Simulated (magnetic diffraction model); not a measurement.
## Pr3Ge12Ir4Pb below its ordering temperature

Space group Pm-3n (no. 223), a = 9.3890 Å.

```
site  atom    x       y       z
  2a    Pb    0       0       0
  8e    Ir  3/4     3/4     3/4
  6c    Pr  1/4       0     1/2
 24k    Ge    0  0.8477  0.6910
```

This is a made-up structure (elements placed in a structure type, unrelaxed), so the numbers test the method and describe no known phase.

Only Pr is taken to order (form factors of Pr3+); orders and moment sizes are assumed, and not adapted to the symmetry. Radiation: neutrons of λ = 2.52 Å (absorption by Ir left out), 1.5° to 90°; isotropic B of 0.15 Å² (Pb), 0.12 Å² (Ir), 0.16 Å² (Pr) and 0.17 Å² (Ge). Simulated constant-wavelength pattern: nuclear and magnetic terms add, the magnetic one as |2.695 fm × Σ f S⊥ exp(2πi Q·r) exp(−B s²)|², summed over all Q at one angle with the factor 1/(sin²θ cos θ). For a modulated order the moment at position r is S exp(−2πi k·r) + c.c., with S = m/2 for a sine wave of amplitude m and S = m(u + iv)/2 for moments turning in a plane, u and v being orthogonal unit vectors in it; the phase factor of the sum at Q = H + k is then exp(2πi H·r). Free-ion form factors, Sears's scattering lengths of 1992, no absorption; a label names one of the reflections at its angle. The strongest nuclear line in the range is 100, and lines under 0.2 are left out.

Above the ordering temperature:

| 2θ (°) | index | I |
| --- | --- | --- |
| 21.88 | (1 1 0) | 1.9 |
| 31.14 | (2 0 0) | 18.0 |
| 34.92 | (2 1 0) | 4.5 |
| 38.38 | (2 1 1) | 0.4 |
| 44.62 | (2 2 0) | 8.0 |
| 50.22 | (3 1 0) | 14.7 |
| 55.41 | (2 2 2) | 4.6 |
| 57.88 | (3 2 0) | 100.0 |
| 60.28 | (3 2 1) | 42.6 |
| 64.93 | (4 0 0) | 30.8 |
| 67.19 | (4 1 0) | 22.4 |
| 69.41 | (4 1 1) | 7.9 |
| 73.76 | (4 2 0) | 42.1 |
| 75.90 | (4 2 1) | 1.2 |
| 82.21 | (4 2 2) | 84.7 |
| 84.29 | (4 3 0) | 10.7 |
| 86.36 | (5 1 0) | 7.8 |

Below it (cell unchanged):

```csv
2θ (°),I
15.45,1.7
21.31,0.4
21.88,1.9
21.90,1.3
22.46,0.3
26.42,0.5
27.36,0.5
31.14,18.0
31.15,0.2
34.18,0.2
34.92,4.5
34.93,0.7
35.68,0.2
37.70,0.3
38.04,0.3
38.38,0.4
38.74,0.2
39.08,0.3
44.62,8.0
46.90,0.3
48.07,0.3
50.22,14.7
50.23,0.5
52.59,0.3
53.13,0.3
55.41,4.6
57.88,100.0
57.88,0.2
59.79,0.3
60.28,42.6
60.78,0.3
64.93,30.8
67.19,22.4
69.41,7.9
73.76,42.1
75.90,1.2
```
(The table stops after 36 lines; 3 more lie at higher angle.)

**Question.** Check that the new lines index with k = (0 0 0.052), then choose among these models:
A. moments turning in the plane of [001] and [010], 1.8 μB on Pr; signs + at (1/4, 0, 1/2), + at (1/2, 3/4, 0), + at (0, 1/2, 1/4), − at (3/4, 0, 1/2), − at (1/2, 1/4, 0), + at (0, 1/2, 3/4)
B. moments turning in the plane of [100] and [010], 1.8 μB on Pr; signs + at (1/4, 0, 1/2), + at (1/2, 3/4, 0), + at (0, 1/2, 1/4), − at (3/4, 0, 1/2), − at (1/2, 1/4, 0), + at (0, 1/2, 3/4)
C. a sine wave with moments along [010] (amplitudes given), 1.8 μB on Pr; signs + at (1/4, 0, 1/2), + at (1/2, 3/4, 0), + at (0, 1/2, 1/4), − at (3/4, 0, 1/2), − at (1/2, 1/4, 0), + at (0, 1/2, 3/4)
D. a sine wave with moments along [100] (amplitudes given), 1.8 μB on Pr; signs + at (1/4, 0, 1/2), + at (1/2, 3/4, 0), + at (0, 1/2, 1/4), − at (3/4, 0, 1/2), − at (1/2, 1/4, 0), + at (0, 1/2, 3/4)

The new lines index as (1 0 0.052) at 15.45°, (1 0 0.948) at 21.31°, (1 1 0.052) at 21.90° and (1 0 1.052) at 22.46°, that is as H ± k with k = (0 0 0.052), one of 3 inequivalent arms of its star (k and −k counted as one), which a powder can't tell apart. Satellites come in pairs about each point of the reciprocal lattice. Below the range, at 0.80°, lies the magnetic line (0 0 0.052) with 53.

Magnetic intensity, observed (below minus above) and for each model:

| 2θ (°) | index | observed | A | B | C | D |
| --- | --- | --- | --- | --- | --- | --- |
| 15.45 | (0 1 0.052) | 1.7 | 1.7 | 1.1 | 0.6 | 0.6 |
| 21.90 | (1 1 0.052) | 1.3 | 1.3 | 0.8 | 0.4 | 0.4 |
| 26.42 | (1 -1 0.948) | 0.5 | 0.5 | 0.5 | 0.2 | 0.2 |
| 34.93 | (2 1 0.052) | 0.7 | 0.7 | 0.4 | 0.2 | 0.2 |

Model A matches.

The structure used: k = (0 0 0.052), moments turning in the plane of [001] and [010], 1.8 μB on Pr; signs + at (1/4, 0, 1/2), + at (1/2, 3/4, 0), + at (0, 1/2, 1/4), − at (3/4, 0, 1/2), − at (1/2, 1/4, 0), + at (0, 1/2, 3/4).

[Logs are printed without paths, hosts, clocks, repeated set-up lines and the standing remarks that a program may print on its own settings, such as how far it seeks lower states.]
